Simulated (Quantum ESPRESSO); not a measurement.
# MnS: which magnetic order is lowest, part 2 of 3

Does MnS prefer parallel or opposed moments?

Quantum ESPRESSO 7.5; PBE with U = 4 eV on Mn d (ortho-atomic projectors); plane waves with GBRV 1.5 PBE potentials, no spin-orbit coupling.

So far: The starting structure; Start 1: ferro +.

The database entry behind the starting cell differs from later determinations by our own check (an axis about 0.2 % short against later determinations), so it need not match the best structure at ambient conditions.

### Step 3. Start 2: antiferro q=(0,1/2,1/2) +−

The cell is doubled to 4 atoms to hold this order. The wavevector q is in fractions of the reciprocal vectors of the crystal's primitive cell, as the cells of these inputs are built from it; moments change sign between cells as cos(2π q·R).

Input file pw.in:

```
&CONTROL
  calculation = 'scf'
  prefix = 'pwscf'
  outdir = './tmp'
  pseudo_dir = './pseudo'
  disk_io = 'nowf'
/
&SYSTEM
  ibrav = 0
  celldm(1) = 8
  nat = 4
  ntyp = 3
  ecutwfc = 40
  ecutrho = 280
  nbnd = 30
  occupations = 'smearing'
  smearing = 'fd'
  degauss = 0.00734986
  nspin = 2
  starting_magnetization(1) = 0.3
  starting_magnetization(2) = -0.3
  starting_magnetization(3) = 0
/
&ELECTRONS
  conv_thr = 8d-09
  electron_maxstep = 150
  mixing_beta = 0.3
/
ATOMIC_SPECIES
Mn1    54.9380 mn_pbe_v1.5.uspp.F.UPF
Mn2    54.9380 mn_pbe_v1.5.uspp.F.UPF
S      32.0600 s_pbe_v1.4.uspp.F.UPF
CELL_PARAMETERS alat
   0.0000000000000    0.6152239614485    0.6152239614485
   1.2304479228970    0.0000000000000    1.2304479228970
   1.2304479228970    0.6152239614485    0.6152239614485
ATOMIC_POSITIONS crystal
Mn1     0.0000000000    0.0000000000    0.0000000000
Mn2     0.0000000000    0.5000000000    0.0000000000
S       0.5000000000    0.0000000000    0.5000000000
S       0.5000000000    0.5000000000    0.5000000000
K_POINTS automatic
10 5 10 0 0 0
HUBBARD {ortho-atomic}
U Mn1-3d 4.0000
U Mn2-3d 4.0000
```

Run with:

```bash
OMP_NUM_THREADS=1 mpirun -n 2 pw.x -nk 2 -in pw.in > pw.out
```

The program printed:

```text
[banner, memory and clock lines left out]
Program PWSCF v.7.5 starts

     Message from routine setup:
     using ibrav=0 with symmetry is DISCOURAGED, use correct ibrav instead

     bravais-lattice index     =            0
     lattice parameter (alat)  =       8.0000  a.u.
     unit-cell volume          =     476.9026 (a.u.)^3
     number of atoms/cell      =            4
     number of atomic types    =            3
     number of electrons       =        42.00
     number of Kohn-Sham states=           30
     kinetic-energy cutoff     =      40.0000  Ry
     charge density cutoff     =     280.0000  Ry
     scf convergence threshold =      8.0E-09
     mixing beta               =       0.3000
     number of iterations used =            8  plain     mixing
     Exchange-correlation=  SLA  PW   PBX  PBC
                           (   1   4   3   4   0   0   0)
     Hubbard projectors: ortho-atomic
     Hubbard parameters of DFT+U (Dudarev formulation) in eV:
     U(Mn1-3d) =  4.0000
     U(Mn2-3d) =  4.0000

     Internal variables: lda_plus_u =T, lda_plus_u_kind = 0

     Internal variables: orbital_resolved =F, hub_pot_fix =F, apply_U = F

     celldm(1)=   8.000000  celldm(2)=   0.000000  celldm(3)=   0.000000
     celldm(4)=   0.000000  celldm(5)=   0.000000  celldm(6)=   0.000000

     crystal axes: (cart. coord. in units of alat)
               a(1) = (   0.000000   0.615224   0.615224 )
               a(2) = (   1.230448   0.000000   1.230448 )
               a(3) = (   1.230448   0.615224   0.615224 )

     reciprocal axes: (cart. coord. in units 2 pi/alat)
               b(1) = ( -0.812712  0.812712  0.812712 )
               b(2) = ( -0.000000 -0.812712  0.812712 )
               b(3) = (  0.812712  0.812712 -0.812712 )

     PseudoPot. # 1 for Mn read from file:
     mn_pbe_v1.5.uspp.F.UPF
     Pseudo is Ultrasoft + core correction, Zval = 15.0

     PseudoPot. # 2 for Mn read from file:
     mn_pbe_v1.5.uspp.F.UPF
     Pseudo is Ultrasoft + core correction, Zval = 15.0

     PseudoPot. # 3 for S  read from file:
     s_pbe_v1.4.uspp.F.UPF
     Pseudo is Ultrasoft + core correction, Zval =  6.0

     atomic species   valence    mass     pseudopotential
     Mn1              15.00    54.93800     Mn( 1.00)
     Mn2              15.00    54.93800     Mn( 1.00)
     S                 6.00    32.06000     S ( 1.00)

     Starting magnetic structure
     atomic species   magnetization
     Mn1             0.300
     Mn2            -0.300
     S               0.000

     16 Sym. Ops., with inversion, found

   Cartesian axes

     site n.     atom                  positions (alat units)
         1        Mn1    tau(   1) = (   0.0000000   0.0000000   0.0000000  )
         2        Mn2    tau(   2) = (   0.6152240   0.0000000   0.6152240  )
         3        S      tau(   3) = (   0.6152240   0.6152240   0.6152240  )
         4        S      tau(   4) = (   1.2304479   0.6152240   1.2304479  )

     number of k points=    63  Fermi-Dirac smearing, width (Ry)=  0.0073
                       cart. coord. in units 2pi/alat
        k(    1) = (   0.0000000   0.0000000   0.0000000), wk =   0.0020000
        k(    2) = (   0.0812712   0.0812712  -0.0812712), wk =   0.0160000
        k(    3) = (   0.1625424   0.1625424  -0.1625424), wk =   0.0160000
        k(    4) = (   0.2438137   0.2438137  -0.2438137), wk =   0.0160000
        k(    5) = (   0.3250849   0.3250849  -0.3250849), wk =   0.0160000
        [... 58 further k-points ...]

     Dense  grid:    37729 G-vectors     FFT dimensions: (  40,  75,  72)

     Smooth grid:    16243 G-vectors     FFT dimensions: (  30,  60,  50)

     Check: negative core charge=   -0.000037
     Generating pointlists ...
     new r_m :   0.2538 (alat units)  2.0302 (a.u.) for type    1
     new r_m :   0.2538 (alat units)  2.0302 (a.u.) for type    2
     new r_m :   0.2538 (alat units)  2.0302 (a.u.) for type    3

     Initial potential from superposition of free atoms

     starting charge      40.9998, renormalised to      42.0000

     STARTING HUBBARD OCCUPATIONS:

     =================== HUBBARD OCCUPATIONS ===================
     ------------------------ ATOM    1 ------------------------
     Tr[ns(  1)] (up, down, total) =   5.00000  0.00000  5.00000
     Atomic magnetic moment for atom   1 =   5.00000
     [... lines left out ...]
     ------------------------ ATOM    2 ------------------------
     Tr[ns(  2)] (up, down, total) =   0.00000  5.00000  5.00000
     Atomic magnetic moment for atom   2 =  -5.00000
     [... lines left out ...]
     Number of occupied Hubbard levels =   10.0000

     Atomic wfc used for Hubbard projectors are orthogonalized

     Starting wfcs are   34 randomized atomic wfcs

     Self-consistent Calculation

     iteration #  1     ecut=    40.00 Ry     beta= 0.30
     Davidson diagonalization with overlap
     ethr =  1.00E-02,  avg # of iterations =  4.6

     =================== HUBBARD OCCUPATIONS ===================
     ------------------------ ATOM    1 ------------------------
     Tr[ns(  1)] (up, down, total) =   4.85821  0.14873  5.00694
     Atomic magnetic moment for atom   1 =   4.70948
     [... lines left out ...]
     ------------------------ ATOM    2 ------------------------
     Tr[ns(  2)] (up, down, total) =   0.14874  4.85808  5.00682
     Atomic magnetic moment for atom   2 =  -4.70935
     [... lines left out ...]
     Number of occupied Hubbard levels =   10.0138

     total energy              =    -470.47403432 Ry
     estimated scf accuracy    <       0.96585270 Ry

     total magnetization       =     0.00 Bohr mag/cell
     absolute magnetization    =     9.63 Bohr mag/cell

     iteration #  2     ecut=    40.00 Ry     beta= 0.30
     Davidson diagonalization with overlap
     ethr =  2.30E-03,  avg # of iterations =  2.0

     total energy              =    -470.63100503 Ry
     estimated scf accuracy    <       0.05372634 Ry

     total magnetization       =    -0.00 Bohr mag/cell
     absolute magnetization    =     9.70 Bohr mag/cell

     [... further iterations left out ...]

     iteration # 11     ecut=    40.00 Ry     beta= 0.30
     Davidson diagonalization with overlap
     ethr =  2.91E-09,  avg # of iterations =  2.0

     negative rho (up, down):  2.804E-04 4.472E-04

     total energy              =    -470.65507140 Ry
     estimated scf accuracy    <       0.00000003 Ry

     total magnetization       =    -0.00 Bohr mag/cell
     absolute magnetization    =     9.72 Bohr mag/cell

     iteration # 12     ecut=    40.00 Ry     beta= 0.30
     Davidson diagonalization with overlap
     ethr =  8.25E-11,  avg # of iterations =  3.5

     negative rho (up, down):  2.803E-04 4.471E-04

     Magnetic moment per site  (integrated on atomic sphere of radius R)
     atom   1 (R=0.254)  charge= 13.1395  magn=  4.4846
     atom   2 (R=0.254)  charge= 13.1395  magn= -4.4846
     atom   3 (R=0.254)  charge=  4.7227  magn= -0.0365
     atom   4 (R=0.254)  charge=  4.7227  magn=  0.0365

     End of self-consistent calculation

     =================== HUBBARD OCCUPATIONS ===================
     ------------------------ ATOM    1 ------------------------
     Tr[ns(  1)] (up, down, total) =   4.96826  0.26971  5.23797
     Atomic magnetic moment for atom   1 =   4.69855
     [... lines left out ...]
     ------------------------ ATOM    2 ------------------------
     Tr[ns(  2)] (up, down, total) =   0.26971  4.96826  5.23797
     Atomic magnetic moment for atom   2 =  -4.69855
     [... lines left out ...]
     Number of occupied Hubbard levels =   10.4759

     Number of k-points >= 100: set verbosity='high' to print the bands.

     the Fermi energy is    10.6742 ev

!    total energy              =    -470.65507143 Ry
     estimated scf accuracy    <          3.6E-09 Ry
     smearing contrib. (-TS)   =      -0.00001845 Ry
     internal energy E=F+TS    =    -470.65505297 Ry

     The total energy is F=E-TS. E is the sum of the following terms:
     one-electron contribution =    -264.93108450 Ry
     hartree contribution      =     147.71156148 Ry
     xc contribution           =     -70.53106269 Ry
     ewald contribution        =    -282.98656422 Ry
     Hubbard energy            =       0.08209696 Ry

     total magnetization       =     0.00 Bohr mag/cell
     absolute magnetization    =     9.72 Bohr mag/cell

     convergence has been achieved in  12 iterations
```

It took 2.5 min on 2 MPI ranks of Arm Neoverse V1, shared host; peak memory 0.45 GiB; 5 min of CPU time.

Spin moment in the atom's sphere by atom:

```csv
atom,spin moment in the atom's sphere (μB)
Mn1,4.48
Mn2,-4.48
S3,-0.04
S4,0.04
```

Numbers from this step:

```yaml
smearing_term_ts: 2.51e-4 eV
magnetization: 0 μB
absolute_magnetization: 9.719 μB
final_state: antiferromagnetic
```

### Step 4. Start 3: antiferro q=(0,0,1/2) +−

This order needs a doubled cell of 4 atoms.

Edit pw.in of step 3 so:

```diff
@@ -34,11 +34,11 @@
    0.0000000000000    0.6152239614485    0.6152239614485
-   1.2304479228970    0.0000000000000    1.2304479228970
-   1.2304479228970    0.6152239614485    0.6152239614485
+   0.6152239614485    0.0000000000000    0.6152239614485
+   1.2304479228970    1.2304479228970    0.0000000000000
 ATOMIC_POSITIONS crystal
 Mn1     0.0000000000    0.0000000000    0.0000000000
-Mn2     0.0000000000    0.5000000000    0.0000000000
-S       0.5000000000    0.0000000000    0.5000000000
-S       0.5000000000    0.5000000000    0.5000000000
+Mn2     0.0000000000    0.0000000000    0.5000000000
+S       0.5000000000    0.5000000000    0.2500000000
+S       0.5000000000    0.5000000000    0.7500000000
 K_POINTS automatic
-10 5 10 0 0 0
+10 10 5 0 0 0
 HUBBARD {ortho-atomic}
```

The program printed:

```text
     [... lines left out ...]
Program PWSCF v.7.5 starts
     [... lines left out ...]
     number of atoms/cell      =            4
     [... lines left out ...]
     number of electrons       =        42.00
     number of Kohn-Sham states=           30
     kinetic-energy cutoff     =      40.0000  Ry
     charge density cutoff     =     280.0000  Ry
     scf convergence threshold =      8.0E-09
     [... lines left out ...]
     12 Sym. Ops., with inversion, found
     [... lines left out ...]
     number of k points=    58  Fermi-Dirac smearing, width (Ry)=  0.0073
     [... lines left out ...]
     iteration # 13     ecut=    40.00 Ry     beta= 0.30
     [... lines left out ...]
     Magnetic moment per site  (integrated on atomic sphere of radius R)
     atom   1 (R=0.254)  charge= 13.1498  magn=  4.4254
     atom   2 (R=0.254)  charge= 13.1499  magn= -4.4254
     atom   3 (R=0.254)  charge=  4.7180  magn= -0.0000
     atom   4 (R=0.254)  charge=  4.7180  magn= -0.0000
     [... lines left out ...]
     Tr[ns(  1)] (up, down, total) =   4.96626  0.30110  5.26736
     [... lines left out ...]
     Tr[ns(  2)] (up, down, total) =   0.30110  4.96626  5.26736
     [... lines left out ...]
     the Fermi energy is    10.6173 ev
!    total energy              =    -470.66024315 Ry
     estimated scf accuracy    <          4.7E-10 Ry
     smearing contrib. (-TS)   =      -0.00000007 Ry
     [... lines left out ...]
     total magnetization       =     0.00 Bohr mag/cell
     absolute magnetization    =     9.47 Bohr mag/cell
     convergence has been achieved in  13 iterations
```

Run time: 100 s. Hardware: 2 MPI ranks; peak memory 0.41 GiB.

Spin moment in the atom's sphere by atom:

| atom | spin moment in the atom's sphere (μB) |
| --- | --- |
| Mn1 | 4.43 |
| Mn2 | -4.43 |
| S3 | 0.00 |
| S4 | 0.00 |

Numbers from this step:

```
smearing term TS       : 8.87e-7 eV
magnetization          : 0 μB
absolute magnetization : 9.474 μB
final state            : antiferromagnetic
```

### Step 5. Energies of the orders

An order is kept where moments of 0.15 μB or more survive with the typed signs; meshes match where a doubled cell samples the same k points as the first cell.

Orders:

```
                     start        final state  typed order kept  energy over the lowest (meV a seeded atom)  largest site moment (μB)  net moment (μB a cell of the first run)  mesh matched  CPU time (s)
                   ferro +      ferromagnetic               yes                                       56.62                     4.507                                        5           yes         38.07
antiferro q=(0,1/2,1/2) +-  antiferromagnetic               yes                                       35.18                     4.485                                        0           yes         297.1
  antiferro q=(0,0,1/2) +-  antiferromagnetic               yes                                           0                     4.425                                        0           yes           199
```

### Step 6. Couplings from the energies

E = −Σ J e·e over ordered pairs of unit vectors, so each pair counts twice. As many shells are taken as there are differences of energy, so the couplings are solved for and no residual tests the model; further shells are folded in, and shells whose pairs keep their relative signs in all orders cancel and are not probed. Couplings from the energies:

```
 pair  distance (Å)  neighbours an atom  J (meV)
Mn-Mn         3.683                  12    -1.34
Mn-Mn         5.209                   6   -3.378
```

### Step 7. The lowest state again, with its states saved

Edit pw.in of step 4 so:

```diff
@@ -5,3 +5,3 @@
   pseudo_dir = './pseudo'
-  disk_io = 'nowf'
+  disk_io = 'low'
 /
@@ -14,3 +14,3 @@
   ecutrho = 280
-  nbnd = 30
+  nbnd = 34
   occupations = 'smearing'
```

The program printed:

```text
     [... lines left out ...]
Program PWSCF v.7.5 starts
     [... lines left out ...]
     number of atoms/cell      =            4
     [... lines left out ...]
     number of electrons       =        42.00
     number of Kohn-Sham states=           34
     kinetic-energy cutoff     =      40.0000  Ry
     charge density cutoff     =     280.0000  Ry
     scf convergence threshold =      8.0E-09
     [... lines left out ...]
     12 Sym. Ops., with inversion, found
     [... lines left out ...]
     number of k points=    58  Fermi-Dirac smearing, width (Ry)=  0.0073
     [... lines left out ...]
     iteration # 11     ecut=    40.00 Ry     beta= 0.30
     [... lines left out ...]
     Magnetic moment per site  (integrated on atomic sphere of radius R)
     atom   1 (R=0.254)  charge= 13.1498  magn=  4.4255
     atom   2 (R=0.254)  charge= 13.1499  magn= -4.4254
     atom   3 (R=0.254)  charge=  4.7180  magn= -0.0000
     atom   4 (R=0.254)  charge=  4.7180  magn= -0.0000
     [... lines left out ...]
     Tr[ns(  1)] (up, down, total) =   4.96626  0.30109  5.26735
     [... lines left out ...]
     Tr[ns(  2)] (up, down, total) =   0.30109  4.96626  5.26735
     [... lines left out ...]
     the Fermi energy is    10.6173 ev
!    total energy              =    -470.66024315 Ry
     estimated scf accuracy    <          2.1E-09 Ry
     smearing contrib. (-TS)   =      -0.00000007 Ry
     [... lines left out ...]
     total magnetization       =     0.00 Bohr mag/cell
     absolute magnetization    =     9.47 Bohr mag/cell
     convergence has been achieved in  11 iterations
```

It took 93 s on 2 MPI ranks; peak memory 0.4 GiB.

Read from the output:

```yaml
smearing_term_ts: 8.87e-7 eV
magnetization: 0 μB
absolute_magnetization: 9.474 μB
final_state: antiferromagnetic
largest_moment: 4.425 μB
```

(Continued in part 3 of 3.)

[Logs and program files are shortened in this print: banners, set-up blocks, solver, clock and traceback lines can be left out without a mark of their own.]

[Logs are printed without paths, hosts, clocks, repeated set-up lines and the standing remarks that a program may print on its own settings, such as how far it seeks lower states.]

[Hosts, paths, dates, database ids (printed as entryN), source tags and the programs' standing remarks are cut or masked in the printed files.]

[Where a cell is said to come from a database of computed structures, the database is the Materials Project.]
